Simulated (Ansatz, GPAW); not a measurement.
# Screening of a field by Te/Al(100), part 2 of 3

How does Te/Al(100) screen a perpendicular field?

GPAW 26.7.0 and Ansatz 0.2.0; Ansatz plane waves; slab in vacuum with a dipole correction, relaxation (the session's first sound run).

So far: Starting point; Relaxing the atoms.

### Step 2. Relaxing the atoms (continued)

Table of valence density, planar mean by z:

```
z (Å)  valence density, planar mean (e/Å³)
  3.0                               7.6e-5
  3.5                               2.7e-4
  4.0                               9.7e-4
  4.5                              0.00339
  5.0                               0.0117
  5.5                               0.0366
  6.0                               0.0915
  6.5                                0.144
  7.0                                0.162
  7.5                                0.180
  8.0                                0.194
  8.5                                0.182
  9.0                                0.164
  9.5                                0.176
 10.0                                0.191
 10.5                                0.182
 11.0                                0.164
 11.5                                0.170
 12.0                                0.180
 12.5                                0.178
 13.0                                0.166
 13.5                                0.152
 14.0                                0.118
 14.5                               0.0799
 15.0                                0.114
 15.5                                0.298
 16.0                                 1.23
 16.5                                 1.64
 17.0                                0.453
 17.5                                0.134
 18.0                               0.0371
 18.5                              0.00922
 19.0                              0.00225
 19.5                               5.6e-4
 20.0                               1.4e-4
```

The relaxation lowered the energy of the cell by 0.870 eV.

### Step 3. Plane waves, PBE

With the geometry fixed, the planar mean of the potential gives the vacuum level on each side.

This step: GPAW, PAW setups; slab in vacuum (GPAW 26.7.0).

Contents of run.py:

```python
import json
import numpy as np
from ase import Atoms
from gpaw import GPAW, PW

slab = Atoms(
    ['Al', 'Al', 'Al', 'Al', 'Te'],
    positions=[
        [1.43189, 1.43189, 7.00000],
        [0.00000, 0.00000, 9.02500],
        [1.43189, 1.43189, 11.08030],
        [0.00000, 0.00000, 13.19464],
        [1.43189, 1.43189, 16.32997]],
    cell=[[2.86378, 0.0, 0.0], [0.0, 2.86378, 0.0], [0.0, 0.0, 21.89023]],
    pbc=[True, True, False])

slab.calc = GPAW(mode=PW(400), xc='PBE', kpts={'size': (11, 11, 1), 'gamma': True},
                 occupations={'name': 'fermi-dirac', 'width': 0.1}, nbands='200%',
                 convergence={'density': 1e-05}, maxiter=200,
                 poissonsolver={'dipolelayer': 'xy'},
                 symmetry={'tolerance': 1e-3}, txt='slab.txt')
result = {}
energy = slab.get_potential_energy()
fermi = slab.calc.get_fermi_level()
v = slab.calc.get_electrostatic_potential().mean((0, 1)) - fermi
n = slab.calc.get_pseudo_density().mean((0, 1))
L = slab.cell[2, 2]
z = np.arange(len(v)) * L / len(v)
low, high = slab.positions[:, 2].min(), slab.positions[:, 2].max()
below, above = np.interp([low - 4.8, high + 4.8], z, v)
slopes = [np.interp(x, z, np.gradient(v, z)) for x in (low - 4.8, high + 4.8)]
eps = np.array([[slab.calc.get_eigenvalues(k, s) for k in range(len(slab.calc.get_ibz_k_points()))]
                for s in range(slab.calc.get_number_of_spins())]) - fermi
top, bottom = eps[eps < 0].max(), eps[eps > 0].min()
dipole = slab.get_dipole_moment()[2]
print(f'energy {energy:.4f} eV, Fermi level {fermi:.4f} eV, dipole {dipole:.5f} e A')
print(f'potential 4.8 A off the faces, from the Fermi level: lower {below:.4f} eV, upper {above:.4f} eV')
print(f'slope of the potential there: lower {slopes[0]:.5f}, upper {slopes[1]:.5f} eV/A')
print(f'nearest levels on the mesh: {top:.4f} and {bottom:.4f} eV')
print('magnetic moment', round(slab.get_magnetic_moment(), 3))
result.update(energy=energy, fermi=fermi, dipole=dipole, below=below, above=above, slopes=slopes, edges=[top, bottom],
              z=z.tolist(), v=v.tolist(), n=n.tolist(), positions=slab.positions.tolist(),
              forces=slab.get_forces(apply_constraint=False).tolist(), moments=slab.get_magnetic_moments().tolist())
json.dump(result, open('result.json', 'w'))
```

Run with:

```sh
$ OMP_NUM_THREADS=1 OPENBLAS_NUM_THREADS=1 python run.py
```

Numbers of over 12 decimals in the logs are rounded to 6 here.

The program printed:

```text
energy -16.9379 eV, Fermi level 1.8005 eV, dipole -0.01445 e A
potential 4.8 A off the faces, from the Fermi level: lower 4.3522 eV, upper 4.6645 eV
slope of the potential there: lower -0.00080, upper 0.00040 eV/A
nearest levels on the mesh: -0.0072 and 0.0125 eV
magnetic moment 0.0
```

The job ended after 17 s (1 thread of Intel Xeon 6975P-C (Granite Rapids), shared host; peak memory 0.19 GiB).

This step gave:

* dipole along the normal: -0.01445 e·Å
* levels nearest the Fermi level on the mesh: -0.007198, 0.01251 eV from the Fermi level
* upper work function: 4.665 eV
* lower work function: 4.352 eV

The electrostatic potential energy of an electron (without an applied field's), less the Fermi level, planar mean oscillates, so the rows of the table below give means over windows of 2.08 Å about each position, cut where the curve ends. Its maxima inside the range that stand out by 2 % of the span (Å: eV): 8.0: -2.06, 10.0: -1.83, 12.1: -1.50, 14.7: 2.57. Its minima: 7.0: -13.3, 9.1: -13.4, 11.0: -13.4, 13.2: -13.3, 16.4: -29.0.

The electrostatic potential energy of an electron (without an applied field's), less the Fermi level, planar mean by z; means over each step:

z (Å), electrostatic potential energy of an electron (without an applied field's), less the Fermi level, planar mean (eV) and a bar from the least value:
```
     1.04        4.4 #############################
     3.12        4.3 #############################
     5.20        3.0 ###########################
     7.28       -6.8 #######
     9.36       -7.0 #######
    11.44       -6.8 #######
    13.52       -5.9 #########
    15.60      -10.3 
    17.68       -0.9 ###################
    19.76        4.6 ##############################
```

Table of pseudo valence density, planar mean by z:

z (Å), pseudo valence density, planar mean (e/Å³) and a bar from the least value:
```
     0.00      0.000 
     0.63      0.000 
     1.25      0.000 
     1.67      0.000 
     2.29      0.000 
     2.92      0.000 
     3.54      0.000 
     4.17      0.001 
     4.59      0.004 
     5.21      0.019 #
     5.84      0.070 #####
     6.46      0.157 ############
     7.09      0.135 ##########
     7.71      0.197 ###############
     8.13      0.196 ###############
     8.76      0.167 #############
     9.38      0.179 ##############
    10.01      0.193 ###############
    10.63      0.190 ###############
    11.05      0.130 ##########
    11.67      0.189 ###############
    12.30      0.182 ##############
    12.93      0.165 #############
    13.55      0.158 ############
    13.97      0.127 ##########
    14.59      0.078 ######
    15.22      0.169 #############
    15.84      0.390 ##############################
    16.47      0.176 ##############
    17.10      0.314 ########################
    17.51      0.130 ##########
    18.14      0.025 ##
    18.76      0.004 
    19.39      0.001 
    20.01      0.000 
    20.43      0.000 
    21.06      0.000 
    21.68      0.000
```

Force by atom:

```
atom  x (eV/Å)  y (eV/Å)  z (eV/Å)   size
 Al1     0.000     0.000    -0.191  0.191
 Al2     0.000     0.000     0.183  0.183
 Al3     0.000     0.000     0.002  0.002
 Al4     0.000     0.000     0.009  0.009
 Te5     0.000     0.000    -0.004  0.004
```

The potential is flat to 8.0e-4 eV/Å where it is read, so the vacuum is wide enough. The geometry is the other program's minimum; here the largest force on a free atom is 0.0094 eV/Å.

### Step 4. Field on

A uniform field along the normal polarises the slab; the atoms stay fixed, so this is the electronic response alone.

Changes to run.py since step 3:

```diff
@@ -4,2 +4,3 @@
 from gpaw import GPAW, PW
+from gpaw.external import ConstantElectricField
 
@@ -20,2 +21,3 @@
                  poissonsolver={'dipolelayer': 'xy'},
+                 external=ConstantElectricField(-0.2, [0, 0, 1]),
                  symmetry={'tolerance': 1e-3}, txt='slab.txt')
```

The program printed:

```text
energy -16.9523 eV, Fermi level 1.7432 eV, dipole -0.12784 e A
potential 4.8 A off the faces, from the Fermi level: lower 3.2326 eV, upper 6.0545 eV
slope of the potential there: lower -0.00095, upper 0.00087 eV/A
nearest levels on the mesh: -0.0053 and 0.0138 eV
magnetic moment 0.0
```

Run time: 43 s. Hardware: 1 thread; peak memory 0.27 GiB.

Numbers from this step:

```
dipole along the normal                                         : -0.1278 e·Å
levels nearest the Fermi level on the mesh                      : -0.005284, 0.01376 eV from the Fermi level
potential below the slab, the applied field's own ramp left out : 3.233 eV from the Fermi level
potential above the slab, the applied field's own ramp left out : 6.055 eV from the Fermi level
```

The electrostatic potential energy of an electron (without an applied field's), less the Fermi level, planar mean oscillates, so the rows of the table below give means over windows of 2.08 Å about each position, cut where the curve ends. Its maxima inside the range that stand out by 2 % of the span (Å: eV): 8.0: -2.64, 10.1: -2.02, 12.2: -1.26, 14.7: 3.32, 21.0: 6.06. Its minima: 7.0: -14.1, 9.1: -13.8, 11.0: -13.4, 13.2: -12.8, 16.4: -27.9.

Electrostatic potential energy of an electron (without an applied field's), less the Fermi level, planar mean against z; means over each step:

```
z (Å)  electrostatic potential energy of an electron (without an applied field's), less the Fermi level, planar mean (eV)
 1.04                                                                                                                3.36
 3.12                                                                                                                3.23
 5.20                                                                                                                1.96
 7.28                                                                                                               -7.58
 9.36                                                                                                               -7.27
11.44                                                                                                               -6.70
13.52                                                                                                               -5.37
15.60                                                                                                               -9.40
17.68                                                                                                               0.351
19.76                                                                                                                6.03
```

Force by atom:

```
atom  x (eV/Å)  y (eV/Å)  z (eV/Å)   size
 Al1     0.000     0.000    -0.195  0.195
 Al2     0.000     0.000     0.185  0.185
 Al3     0.000     0.000     0.003  0.003
 Al4     0.000     0.000     0.006  0.006
 Te5     0.000     0.000     0.000  0.000
```

The dipole is now -0.128 e Å, against -0.014 in the run without a field.

### Step 5. Field on

Changes to run.py since step 4:

```diff
@@ -21,3 +21,3 @@
                  poissonsolver={'dipolelayer': 'xy'},
-                 external=ConstantElectricField(-0.2, [0, 0, 1]),
+                 external=ConstantElectricField(-0.1, [0, 0, 1]),
                  symmetry={'tolerance': 1e-3}, txt='slab.txt')
```

The program printed:

```text
energy -16.9423 eV, Fermi level 1.7722 eV, dipole -0.07099 e A
potential 4.8 A off the faces, from the Fermi level: lower 3.7914 eV, upper 5.3586 eV
slope of the potential there: lower -0.00086, upper 0.00063 eV/A
nearest levels on the mesh: -0.0062 and 0.0132 eV
magnetic moment 0.0
```

The job ended after 42 s (1 thread; peak memory 0.27 GiB).

This step gave:

| Item | Value |
| --- | --- |
| dipole along the normal | -0.07099 e·Å |
| levels nearest the Fermi level on the mesh | -0.006228, 0.01315 eV from the Fermi level |
| potential below the slab, the applied field's own ramp left out | 3.791 eV from the Fermi level |
| potential above the slab, the applied field's own ramp left out | 5.359 eV from the Fermi level |

Table of electrostatic potential energy of an electron (without an applied field's), less the Fermi level, planar mean by z:

```
z (Å)  electrostatic potential energy of an electron (without an applied field's), less the Fermi level, planar mean (eV)
  0.0                                                                                                                4.58
  0.5                                                                                                                3.79
  1.0                                                                                                                3.79
  1.5                                                                                                                3.79
  2.0                                                                                                                3.79
  2.5                                                                                                                3.79
  3.0                                                                                                                3.79
  3.5                                                                                                                3.79
  4.0                                                                                                                3.77
  4.5                                                                                                                3.70
  5.0                                                                                                                3.47
  5.5                                                                                                                2.66
  6.0                                                                                                              0.0868
  6.5                                                                                                               -6.59
  7.0                                                                                                               -13.7
  7.5                                                                                                               -6.92
  8.0                                                                                                               -2.39
  8.5                                                                                                               -6.49
  9.0                                                                                                               -13.5
  9.5                                                                                                               -7.17
 10.0                                                                                                               -1.95
 10.5                                                                                                               -5.32
 11.0                                                                                                               -13.1
 11.5                                                                                                               -7.95
 12.0                                                                                                               -1.70
 12.5                                                                                                               -3.44
 13.0                                                                                                               -11.6
 13.5                                                                                                               -9.69
 14.0                                                                                                               -1.23
 14.5                                                                                                                2.53
 15.0                                                                                                                2.40
 15.5                                                                                                               -3.43
 16.0                                                                                                               -20.3
 16.5                                                                                                               -25.9
 17.0                                                                                                               -7.27
 17.5                                                                                                                1.91
 18.0                                                                                                                4.48
 18.5                                                                                                                5.14
 19.0                                                                                                                5.30
 19.5                                                                                                                5.35
 20.0                                                                                                                5.35
 20.5                                                                                                                5.36
 21.0                                                                                                                5.36
 21.5                                                                                                                5.32
```

Force by atom:

```
atom  x (eV/Å)  y (eV/Å)  z (eV/Å)   size
 Al1     0.000     0.000    -0.193  0.193
 Al2     0.000     0.000     0.184  0.184
 Al3     0.000     0.000     0.003  0.003
 Al4     0.000     0.000     0.008  0.008
 Te5     0.000     0.000    -0.002  0.002
```

The dipole is now -0.0710 e Å, against -0.014 in the run without a field.

### Step 6. Field on

Changes to run.py since step 5:

```diff
@@ -21,3 +21,3 @@
                  poissonsolver={'dipolelayer': 'xy'},
-                 external=ConstantElectricField(-0.1, [0, 0, 1]),
+                 external=ConstantElectricField(-0.05, [0, 0, 1]),
                  symmetry={'tolerance': 1e-3}, txt='slab.txt')
```

The program printed:

```text
energy -16.9394 eV, Fermi level 1.7864 eV, dipole -0.04257 e A
potential 4.8 A off the faces, from the Fermi level: lower 4.0715 eV, upper 5.0114 eV
slope of the potential there: lower -0.00083, upper 0.00051 eV/A
nearest levels on the mesh: -0.0067 and 0.0128 eV
magnetic moment 0.0
```

Wall time 44 s (1 thread); peak memory 0.27 GiB.

The electrostatic potential energy of an electron (without an applied field's), less the Fermi level, planar mean oscillates, so the rows of the table below give means over windows of 2.08 Å about each position, cut where the curve ends. Its maxima inside the range that stand out by 2 % of the span (Å: eV): 8.0: -2.20, 10.0: -1.88, 12.1: -1.44, 14.7: 2.76. Its minima: 7.0: -13.5, 9.1: -13.5, 11.0: -13.4, 13.2: -13.2, 16.4: -28.7.

Table of electrostatic potential energy of an electron (without an applied field's), less the Fermi level, planar mean by z; means over each step:

```
z (Å)  electrostatic potential energy of an electron (without an applied field's), less the Fermi level, planar mean (eV)
 1.04                                                                                                                4.11
 3.12                                                                                                                4.06
 5.20                                                                                                                2.76
 7.28                                                                                                               -7.03
 9.36                                                                                                               -7.03
11.44                                                                                                               -6.77
13.52                                                                                                               -5.76
15.60                                                                                                               -10.1
17.68                                                                                                              -0.618
19.76                                                                                                                4.99
```

### Step 7. In a field

Changes to run.py since step 6:

```diff
@@ -21,3 +21,3 @@
                  poissonsolver={'dipolelayer': 'xy'},
-                 external=ConstantElectricField(-0.05, [0, 0, 1]),
+                 external=ConstantElectricField(0.05, [0, 0, 1]),
                  symmetry={'tolerance': 1e-3}, txt='slab.txt')
```

The program printed:

```text
energy -16.9379 eV, Fermi level 1.8143 eV, dipole 0.01431 e A
potential 4.8 A off the faces, from the Fermi level: lower 4.6335 eV, upper 4.3180 eV
slope of the potential there: lower -0.00078, upper 0.00029 eV/A
nearest levels on the mesh: -0.0077 and 0.0122 eV
magnetic moment 0.0
```

Wall time 41 s (1 thread); peak memory 0.27 GiB.

(Continued in part 3 of 3.)

[Logs are printed without paths, hosts, clocks, repeated set-up lines and the standing remarks that a program may print on its own settings, such as how far it seeks lower states.]

[Hosts, paths, dates, database ids (printed as entryN), source tags and the programs' standing remarks are cut or masked in the printed files.]
